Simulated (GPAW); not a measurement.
# CsGeBr3 (Pm-3m): one start, several treatments of the self-energy

Aim: compare treatments of exchange, screening and correlation for the gap of CsGeBr3 (Pm-3m).

Main program and level: GPAW 26.7.0; LDA and many-body steps on it, plane waves.

### Step 1. The starting structure

Symmetry: Pm-3m, No. 221, cubic system. Conventional cell: a = 5.533 Å, b = 5.533 Å, c = 5.533 Å, α = 90.00°, β = 90.00°, γ = 90.00°. Nearest to Cs lie 12 Br at 3.91 Å. Nearest to Ge lie 6 Br at 2.77 Å. Br has 2 Ge at 2.77 Å and 4 Cs at 3.91 Å nearest. Farther neighbours and most contacts between anions are not listed.

Coordinates:

```
Cs Ge Br
1.0
     5.53333    0.00000    0.00000
     0.00000    5.53333    0.00000
     0.00000    0.00000    5.53333
Cs Ge Br
1 1 3
Direct
  0.00000 0.00000 0.00000
  0.50000 0.50000 0.50000
  0.50000 0.50000 0.00000
  0.50000 0.00000 0.50000
  0.00000 0.50000 0.50000
```

The cell and positions are those that the Materials Project relaxed with its own functionals (PBE, PBE+U or r2SCAN), kept fixed. Spin-orbit coupling is left out unless a step names it.

### Step 2. Empty states on the mesh, 2×2×2 mesh, 580 bands

This step: GPAW 26.7.0; DFT, LDA, plane waves, PAW.

The sums over transitions need many empty states on a uniform mesh; this step solves for them.

run.py

```python
import json
import numpy as np
from gpaw.mpi import world
from gpaw import GPAW

calc = GPAW('gs.gpw').fixed_density(kpts={'size': (2, 2, 2), 'gamma': True},
    parallel={'domain': 1, 'band': 1},
    txt='nscf.txt')
calc.diagonalize_full_hamiltonian(nbands=580)
calc.write('full.gpw', mode='all')
res = {}
kpts = calc.get_ibz_k_points()
res['kpts'] = kpts
res['eigenvalues'] = [calc.get_eigenvalues(kpt=k) for k in range(len(kpts))]
res['n_electrons'] = calc.get_number_of_electrons()

if world.rank == 0:
    with open('result.json', 'w') as f:
        json.dump(res, f, default=lambda x: x.tolist())
```

Started as:

```sh
> mpirun -n 4 gpaw python run.py
```

Numbers of over 12 decimals in the logs are rounded to 6 here.

The program printed:

```text
Diagonalizing LCAO Hamiltonian
Converting LCAO to pw mode
convergence criteria:
- Maximum integral of absolute [eigenst]ate change: 4e-08 eV^2 / valence electron
maximum number of iterations: 100

SCF iterations
|iter     |     time |      energy | eigst |  dens |
|iter:   1|  |             | +0.70 |       |
|iter:   2|  |             | -0.30 |       |
|iter:   3|  |             | -1.23 |       |
[...]
|iter:  23|  |             | -6.78 |       |
|iter:  24|  |             | -7.17 |       |
|iter:  25|  |             | -7.46c|       |
SCF steps: 25
  __  _  _
 | _ |_)|_||  |
 |__||  | ||/\| - 26.7.0

Input parameters:
  mode=PW(ecut=450.000000),
  convergence={'density': 1e-06, 'bands': -3},
  gpts=array([28, 28, 28]),
  kpts=MonkhorstPack(size=(2, 2, 2), gamma=True),
  maxiter=100,
  nbands=25,
  occupations=Occupations(name='fermi-dirac', width=0.001, fixmagmom=False),
  parallel={'domain': 1, 'band': 1},
  xc=XC(name='LDA')
Matrix size: 3743x3743
# Writing to full.gpw (mode='all')
  [... matrices ...]

timing:  # [seconds]
  Total: 41.079  # ━━━━━━━━━━━━━━━━━━━━━━━━━━━━━━━━━━━━━━━━━━━━━━━━━━━━━━━━━━
```

Run time: 46 s. Hardware: 4 MPI ranks of Arm Neoverse V2, shared host; peak memory 4.1 GiB; 3.1 min of CPU time.

Numbers from this step:

| Property | Result |
| --- | --- |
| gap | 0.5184 eV |
| k of the valence top | 0.5, 0.5, 0.5 |
| k of the conduction bottom | 0.5, 0.5, 0.5 |
| least direct gap | 0.5184 eV |
| k points computed | 4 |
| lowest point of the top converged band, above the valence top | 121.2126 eV |

On this mesh the gap is 0.518 eV.

### Step 3. G0W0, Godby-Needs plasmon pole

Now the one-shot GW correction: screening in the RPA, then the self-energy of the levels asked for.

This step: G0W0 on LDA, plane waves, PAW.

run.py

```python
import json
import numpy as np
from gpaw.mpi import world
from gpaw.response.g0w0 import G0W0

gw = G0W0('full.gpw',
    filename='gw',
    kpts=[0, 3],
    bands=(15, 19),
    ecut=78,
    nbands=265,
    integrate_gamma='WS',
    ppa=True)
gw.calculate()
res = {mode: {k: v for k, v in r.items() if k != 'sigma_eskwn'}
       for mode, r in gw.all_results.items()}

if world.rank == 0:
    with open('result.json', 'w') as f:
        json.dump(res, f, default=lambda x: x.tolist())
```

Started as:

```sh
> mpirun -n 4 gpaw python run.py
```

The program printed:

```text
Using integrator: PointIntegrator
FrequencyGridDescriptor(from 0.000+0.000j to 0.000+27.211j eV, 2 points)
Nonperiodic BCs:  [False False False]
Using integrator: PointIntegrator
FrequencyGridDescriptor(from 0.000+0.000j to 0.000+27.211j eV, 2 points)
Nonperiodic BCs:  [False False False]
  ___  _ _ _
 |   || | | |
 | | || | | |
 |__ ||_____|
 |___|

BZ k-points: Symmetries present (total): 48

  [... matrices ...]
8 k-points: 2 x 2 x 2 Monkhorst-Pack grid + [1/4,1/4,1/4]
4 k-points in the irreducible part of the Brillouin zone
       k-points in crystal coordinates                weights
   0:     0.00000000    0.00000000    0.00000000          1/8
   1:     0.50000000    0.00000000    0.00000000          3/8
   2:     0.50000000    0.50000000    0.00000000          3/8
   3:     0.50000000    0.50000000    0.50000000          1/8

Distributing spins, k-points and bands (1 x 2 x 4) over 4 processes
Number of blocks: 1

Quasi particle states:
k-points (IBZ indices): [0, 3]
Band range: (15, 19)
  [... matrices ...]
Computational parameters:
Plane wave cut-off: 78 eV
Number of bands: 265
Coulomb cutoff: None
Broadening: 0.1 eV

fxc modes: GW
Kernel: RPA
Using Godby-Needs plasmon-pole approximation:
  Fitting energy: i*E0, E0 = 1.000 Hartree
Summing all q:

Calculating screened Coulomb potential
No Coulomb truncation
FrequencyGridDescriptor(from 0.000+0.000j to 0.000+27.211j eV, 2 points)
Removing empty qpoint cache files...

Calculating chi0 body with:
    Ground state adapter containing:
    Number of spins: 1
    Number of kpoints: 8
    Number of irreducible kpoints: 4
    Number of completely occupied states: 17
    Number of partially occupied states: 17
    Occupied states memory: 5.6943359375 M / cpu

    Linear response parametrization:
    q_c: [0.0, 0.0, 0.0]
    Number of frequency points: 2
    Planewave cutoff: 78.0
    Number of bands: 265
    Number of planewaves: 251
    Broadening (eta): 1e-06
    comm.size: 4
    kncomm.size: 4
    blockcomm.size: 1

    Memory estimate of potentially large arrays:
        chi0_wGG: 1.922638 M / cpu
Integrating chi0 body.

Symmetries of q_c:
    Direct symmetries (Uq -> q): 48
    Indirect symmetries (TUq -> q): 0
In total 48 allowed symmetries.

  [... matrices ...]
4 groups of equivalent kpoints. 50.0% reduction.

Integral kind: response function
Integrating chi0 head and wings.

Symmetries of q_c:
    Direct symmetries (Uq -> q): 48
    Indirect symmetries (TUq -> q): 0
In total 48 allowed symmetries.

  [... matrices ...]
4 groups of equivalent kpoints. 50.0% reduction.

Integral kind: response function wings

Calculating chi0 body with:
    Ground state adapter containing:
    Number of spins: 1
    Number of kpoints: 8
    Number of irreducible kpoints: 4
    Number of completely occupied states: 17
    Number of partially occupied states: 17
    Occupied states memory: 5.6943359375 M / cpu

    Linear response parametrization:
[... the further q-points ...]

Results:
f:      Occupation numbers
eps:     KS-eigenvalues [eV]
vxc:     KS vxc [eV]
exx:     Exact exchange [eV]
sigma:   Self-energies [eV]
dsigma:  Self-energy derivatives
Z:       Renormalization factors
qp:      QP-energies [eV]

k-point 0 (0): (0.000, 0.000, 0.000)                GW
band       f     eps     vxc     exx   sigma  dsigma       Z      qp
                                                                   GW
  15   1.000   1.024 -16.104 -19.545   2.812  -0.288   0.776   0.535
  16   1.000   1.024 -16.104 -19.545   2.812  -0.288   0.776   0.535
  17   0.000   6.057  -8.882  -4.475  -3.763  -0.205   0.830   6.591
  18   0.000   6.842  -8.030  -3.751  -3.694  -0.201   0.833   7.329

k-point 1 (3): (0.500, 0.500, 0.500)                GW
band       f     eps     vxc     exx   sigma  dsigma       Z      qp
                                                                   GW
  15   1.000   1.439 -16.378 -19.859   2.836  -0.286   0.778   0.937
  16   1.000   3.221 -17.578 -19.106   1.629  -0.276   0.784   3.300
  17   0.000   3.739 -12.800  -8.176  -3.634  -0.263   0.792   4.522
  18   0.000   3.739 -12.800  -8.176  -3.634  -0.263   0.792   4.522
```

It took 24 s on 4 MPI ranks; peak memory 1.5 GiB; 94 s of CPU time.

This step gave:

| Property | Result |
| --- | --- |
| G0W0 gap on the points computed | 1.222 eV |
| least direct G0W0 gap on the computed points | 1.222 eV |
| Z at the valence top | 0.7836 |
| Z at the conduction bottom | 0.7915 |
| starting gap on the mesh | 0.5184 eV |
| k of the valence top | 0.5, 0.5, 0.5 |
| k of the conduction bottom | 0.5, 0.5, 0.5 |

The gap on the mesh goes from 0.52 eV to 1.22 eV, a correction of +0.70 eV.

### Step 4. One-shot HSE06

This step: one-shot HSE06 levels on LDA orbitals, plane waves, PAW.

run.py

```python
import json
import numpy as np
from gpaw.mpi import world
from gpaw.hybrids.eigenvalues import non_self_consistent_eigenvalues

dft, vxc, vxc_hyb = non_self_consistent_eigenvalues('full.gpw', 'HSE06', 15, 19, kpt_indices=[0, 3])
res = {'dft': dft[0], 'hybrid': (dft - vxc + vxc_hyb)[0]}
if world.rank == 0:
    with open('hybrid.txt', 'w') as f:
        for k, e0, e1 in zip([0, 3], res['dft'], res['hybrid']):
            print(k, ' '.join(f'{x:9.4f}' for x in e0), '|', ' '.join(f'{x:9.4f}' for x in e1), file=f)

if world.rank == 0:
    with open('result.json', 'w') as f:
        json.dump(res, f, default=lambda x: x.tolist())
```

Started as:

```sh
> mpirun -n 4 gpaw python run.py
```

The program printed:

```text
IBZ(<points: 4, symmetries: 48>)
Occupied bands: 17
Transforming wave functions from IBZ to BZ: 0.006 seconds
Distributing wave functions and iFFT-ing to real space: 0.026 seconds
Calculating eigenvalues:
  k-points: 2
  Bands: 15-18 (inclusive)
  Seconds: 0.182 (wave-function broadcasting: 0.011 seconds)
HSE06-eigenvalue shifts:
  min: -0.634 eV
  ave: 0.146 eV
  max: 0.841 eV
```

The job ended after 2.9 s (4 MPI ranks; peak memory 0.77 GiB).

This step gave:

```yaml
starting_gap_on_the_mesh: 0.5184 eV
hybrid_gap_on_the_mesh: 1.393 eV
least_direct_hybrid_gap_on_the_computed_points: 1.393 eV
```

### Step 5. G0W0, extrapolated in the cutoff

This step: G0W0 on LDA, plane waves, PAW.

run.py

```python
import json
import numpy as np
from gpaw.mpi import world
from gpaw.response.g0w0 import G0W0

gw = G0W0('full.gpw',
    filename='gw',
    kpts=[0, 3],
    bands=(15, 19),
    ecut=130.0,
    integrate_gamma='WS',
    ppa=True,
    ecut_extrapolation=True)
gw.calculate()
res = {mode: {k: v for k, v in r.items() if k != 'sigma_eskwn'}
       for mode, r in gw.all_results.items()}

if world.rank == 0:
    with open('result.json', 'w') as f:
        json.dump(res, f, default=lambda x: x.tolist())
```

Started as:

```sh
> mpirun -n 4 gpaw python run.py
```

The program printed:

```text
Using integrator: PointIntegrator
FrequencyGridDescriptor(from 0.000+0.000j to 0.000+27.211j eV, 2 points)
Nonperiodic BCs:  [False False False]
Using integrator: PointIntegrator
FrequencyGridDescriptor(from 0.000+0.000j to 0.000+27.211j eV, 2 points)
Nonperiodic BCs:  [False False False]
  ___  _ _ _
 |   || | | |
 | | || | | |
 |__ ||_____|
 |___|

BZ k-points: Symmetries present (total): 48

  [... matrices ...]
8 k-points: 2 x 2 x 2 Monkhorst-Pack grid + [1/4,1/4,1/4]
4 k-points in the irreducible part of the Brillouin zone
       k-points in crystal coordinates                weights
   0:     0.00000000    0.00000000    0.00000000          1/8
   1:     0.50000000    0.00000000    0.00000000          3/8
   2:     0.50000000    0.50000000    0.00000000          3/8
   3:     0.50000000    0.50000000    0.50000000          1/8

Distributing spins, k-points and bands (1 x 2 x 4) over 4 processes
Number of blocks: 1

Quasi particle states:
k-points (IBZ indices): [0, 3]
Band range: (15, 19)
  [... matrices ...]
Computational parameters:
Extrapolating to infinite plane wave cut-off using points at:
  112.031 eV
  120.183 eV
  130.000 eV
Number of bands: 570
Coulomb cutoff: None
Broadening: 0.1 eV

fxc modes: GW
Kernel: RPA
Using Godby-Needs plasmon-pole approximation:
  Fitting energy: i*E0, E0 = 1.000 Hartree
Summing all q:

Calculating screened Coulomb potential
No Coulomb truncation
FrequencyGridDescriptor(from 0.000+0.000j to 0.000+27.211j eV, 2 points)
Removing empty qpoint cache files...

Calculating chi0 body with:
    Ground state adapter containing:
    Number of spins: 1
    Number of kpoints: 8
    Number of irreducible kpoints: 4
    Number of completely occupied states: 17
    Number of partially occupied states: 17
[...]
chi0_wGG: 10.515411 M / cpu
Integrating chi0 body.

Symmetries of q_c:
    Direct symmetries (Uq -> q): 48
    Indirect symmetries (TUq -> q): 0
In total 48 allowed symmetries.

  [... matrices ...]
4 groups of equivalent kpoints. 50.0% reduction.

Integral kind: response function
Integrating chi0 head and wings.

Symmetries of q_c:
    Direct symmetries (Uq -> q): 48
    Indirect symmetries (TUq -> q): 0
In total 48 allowed symmetries.

  [... matrices ...]
4 groups of equivalent kpoints. 50.0% reduction.

Integral kind: response function wings

Calculating chi0 body with:
    Ground state adapter containing:
    Number of spins: 1
    Number of kpoints: 8
    Number of irreducible kpoints: 4
    Number of completely occupied states: 17
    Number of partially occupied states: 17
    Occupied states memory: 5.6943359375 M / cpu

    Linear response parametrization:
[... the further q-points ...]
Extrapolating selfenergy to infinite energy cutoff:
  Performing linear fit to 3 points
  Warning: Bad quality of linear fit for some (n,k).
           Higher cutoff might be necessary.
  Minimum R^2 = 0.3161. (R^2 Should be close to 1)
  [... matrices ...]
Results:
f:      Occupation numbers
eps:     KS-eigenvalues [eV]
vxc:     KS vxc [eV]
exx:     Exact exchange [eV]
sigma:   Self-energies [eV]
dsigma:  Self-energy derivatives
Z:       Renormalization factors
qp:      QP-energies [eV]

k-point 0 (0): (0.000, 0.000, 0.000)                GW
band       f     eps     vxc     exx   sigma  dsigma       Z      qp
                                                                   GW
  15   1.000   1.024 -16.104 -19.545   2.254  -0.293   0.773   0.106
  16   1.000   1.024 -16.104 -19.545   2.254  -0.293   0.773   0.106
  17   0.000   6.057  -8.882  -4.475  -3.936  -0.204   0.831   6.448
[...]
k-point 1 (3): (0.500, 0.500, 0.500)                GW
band       f     eps     vxc     exx   sigma  dsigma       Z      qp
                                                                   GW
[...]
17   0.000   3.739 -12.800  -8.176  -3.925  -0.266   0.790   4.290
  18   0.000   3.739 -12.800  -8.176  -3.925  -0.266   0.790   4.290
```

Elapsed: 3.7 min, on 4 MPI ranks; peak memory 2.8 GiB.

Numbers from this step:

| Quantity | Value |
| --- | --- |
| quasiparticle gap on the points computed | 1.410 eV |
| least direct quasiparticle gap on the computed points | 1.410 eV |
| Z at the valence top | 0.7794 |
| Z at the conduction bottom | 0.7897 |
| starting gap on the mesh | 0.5184 eV |
| k of the valence top | 0.5, 0.5, 0.5 |
| k of the conduction bottom | 0.5, 0.5, 0.5 |
| gaps at the cutoffs of the extrapolation | 1.289, 1.298, 1.313 eV |

Against G0W0 in GPAW (2×2×2 mesh, 265 bands, screening to 78 eV, Godby-Needs plasmon pole), the gap moves by +0.188 eV.

### Step 6. One-shot PBE0

This step: one-shot PBE0 levels on LDA orbitals, plane waves, PAW.

run.py

```python
import json
import numpy as np
from gpaw.mpi import world
from gpaw.hybrids.eigenvalues import non_self_consistent_eigenvalues

dft, vxc, vxc_hyb = non_self_consistent_eigenvalues('full.gpw', 'PBE0', 15, 19, kpt_indices=[0, 3])
res = {'dft': dft[0], 'hybrid': (dft - vxc + vxc_hyb)[0]}
if world.rank == 0:
    with open('hybrid.txt', 'w') as f:
        for k, e0, e1 in zip([0, 3], res['dft'], res['hybrid']):
            print(k, ' '.join(f'{x:9.4f}' for x in e0), '|', ' '.join(f'{x:9.4f}' for x in e1), file=f)

if world.rank == 0:
    with open('result.json', 'w') as f:
        json.dump(res, f, default=lambda x: x.tolist())
```

Started as:

```sh
> mpirun -n 4 gpaw python run.py
```

The program printed:

```text
IBZ(<points: 4, symmetries: 48>)
Occupied bands: 17
Transforming wave functions from IBZ to BZ: 0.006 seconds
Distributing wave functions and iFFT-ing to real space: 0.026 seconds
Calculating eigenvalues:
  k-points: 2
  Bands: 15-18 (inclusive)
  Seconds: 0.233 (wave-function broadcasting: 0.010 seconds)
HSE06-eigenvalue shifts:
  min: -1.063 eV
  ave: 0.118 eV
  max: 1.216 eV
```

The job ended after 2.6 s (4 MPI ranks; peak memory 0.79 GiB; 10 s of CPU time).

Numbers from this step:

| Property | Result |
| --- | --- |
| starting gap on the mesh | 0.5184 eV |
| hybrid gap on the mesh | 2.075 eV |
| least direct hybrid gap on the computed points | 2.075 eV |

### Step 7. G0W0, full frequency, Hilbert transform

This step: G0W0 on LDA, plane waves, PAW.

run.py

```python
import json
import numpy as np
from gpaw.mpi import world
from gpaw.response.g0w0 import G0W0

gw = G0W0('full.gpw',
    filename='gw',
    kpts=[0, 3],
    bands=(15, 19),
    ecut=78,
    nbands=265,
    integrate_gamma='WS',
    frequencies={'type': 'nonlinear', 'domega0': 0.1, 'omega2': 15.0},
    eta=0.1,
    nblocksmax=True)
gw.calculate()
res = {mode: {k: v for k, v in r.items() if k != 'sigma_eskwn'}
       for mode, r in gw.all_results.items()}

if world.rank == 0:
    with open('result.json', 'w') as f:
        json.dump(res, f, default=lambda x: x.tolist())
```

Started as:

```sh
> mpirun -n 4 gpaw python run.py
```

The program printed:

```text
Using integrator: PointIntegrator
NonLinearFrequencyDescriptor(from 0.000 to 92.189 eV, 261 points)
Nonperiodic BCs:  [False False False]
Using integrator: PointIntegrator
NonLinearFrequencyDescriptor(from 0.000 to 92.189 eV, 261 points)
Nonperiodic BCs:  [False False False]
  ___  _ _ _
 |   || | | |
 | | || | | |
 |__ ||_____|
 |___|

BZ k-points: Symmetries present (total): 48

  [... matrices ...]
8 k-points: 2 x 2 x 2 Monkhorst-Pack grid + [1/4,1/4,1/4]
4 k-points in the irreducible part of the Brillouin zone
       k-points in crystal coordinates                weights
[...]
GW
  15   1.000   1.024 -16.104 -19.545   2.799  -0.348   0.742   0.548
  16   1.000   1.024 -16.104 -19.545   2.799  -0.347   0.742   0.548
  17   0.000   6.057  -8.882  -4.475  -3.711  -0.231   0.812   6.621
[...]
k-point 1 (3): (0.500, 0.500, 0.500)                GW
band       f     eps     vxc     exx   sigma  dsigma       Z      qp
                                                                   GW
[...]
17   0.000   3.739 -12.800  -8.176  -3.590  -0.389   0.720   4.483
  18   0.000   3.739 -12.800  -8.176  -3.590  -0.389   0.720   4.483
```

The job ended after 1.7 min (4 MPI ranks; peak memory 2.5 GiB; 6.9 min of CPU time).

Numbers from this step:

| Property | Result |
| --- | --- |
| G0W0 gap on the points computed | 1.190 eV |
| least direct G0W0 gap on the computed points | 1.190 eV |
| starting gap on the mesh | 0.5184 eV |
| k of the valence top | 0.5, 0.5, 0.5 |
| k of the conduction bottom | 0.5, 0.5, 0.5 |

Against G0W0 in GPAW (2×2×2 mesh, 265 bands, screening to 78 eV, Godby-Needs plasmon pole), the gap moves by −0.032 eV.

### Step 8. Side by side

Times are wall times on 4 MPI ranks of Arm Neoverse V2, shared host, good to a factor of about two.

```tsv
run	mesh	bands	screening cutoff (eV)	DFT gap (eV)	gap on the mesh (eV)	direct (eV)	time
G0W0, Godby-Needs plasmon pole	2×2×2	265	78	0.518	1.222	1.222	24 s
one-shot HSE06	2×2×2	-	-	0.518	1.393	1.393	2.9 s
G0W0, extrapolated in the cutoff	2×2×2	-	130	0.518	1.410	1.410	3.7 min
one-shot PBE0	2×2×2	-	-	0.518	2.075	2.075	2.6 s
G0W0, full frequency, Hilbert transform	2×2×2	265	78	0.518	1.190	1.190	1.7 min
```

### Step 9. Outcome

```
G0W0, Godby-Needs plasmon pole          : 1.222 eV
one-shot HSE06                          : 1.393 eV
G0W0, extrapolated in the cutoff        : 1.410 eV
one-shot PBE0                           : 2.075 eV
G0W0, full frequency, Hilbert transform : 1.190 eV
known limits                            : not at the basis limit; no spin-orbit coupling; coarse k mesh
```

**Reading.** One-shot HSE06: +0.171 eV against G0W0, Godby-Needs plasmon pole. G0W0, extrapolated in the cutoff: +0.188 eV against G0W0, Godby-Needs plasmon pole, at other bands or cutoff, so not like for like. One-shot PBE0: +0.854 eV against G0W0, Godby-Needs plasmon pole. G0W0, full frequency, Hilbert transform: −0.032 eV against G0W0, Godby-Needs plasmon pole. One-shot hybrid levels are evaluated on the LDA orbitals. Bands and cutoff are finite, so the gap is not at the basis limit. The miss can reach some tenths of an eV and take either sign; the mesh is an error of its own. These stock PAW sets were not made for GW; the filled d or f shell of Br and Ge lies in the frozen core, which bears on start and correction. In the G0W0 runs levels were corrected at 2 k points alone, so a gap called «on the mesh» is the least over those, and an edge elsewhere would be missed. The program warns of a poor linear fit in the extrapolation of some level, so the extrapolated values are rough. The 2×2×2 mesh is coarse for this cell, which bears on the long-range parts of exchange and screening. This is the ideal cubic cell; many perovskites, halides above all, are cubic only on average, and local tilts or off-centring can widen the gap. The many-body steps are scalar-relativistic: spin-orbit coupling is not in them.

[Paths, hosts, dates, memory and timing lines, banners, echoed tables and standing remarks are left out of the program output.]

[Logs are printed without paths, hosts, clocks, repeated set-up lines and the standing remarks that a program may print on its own settings, such as how far it seeks lower states.]

[Runs of the session that timed out or met a known fault of the program may be left out.]

[Hosts, paths, dates, database ids (printed as entryN), source tags and the programs' standing remarks are cut or masked in the printed files.]
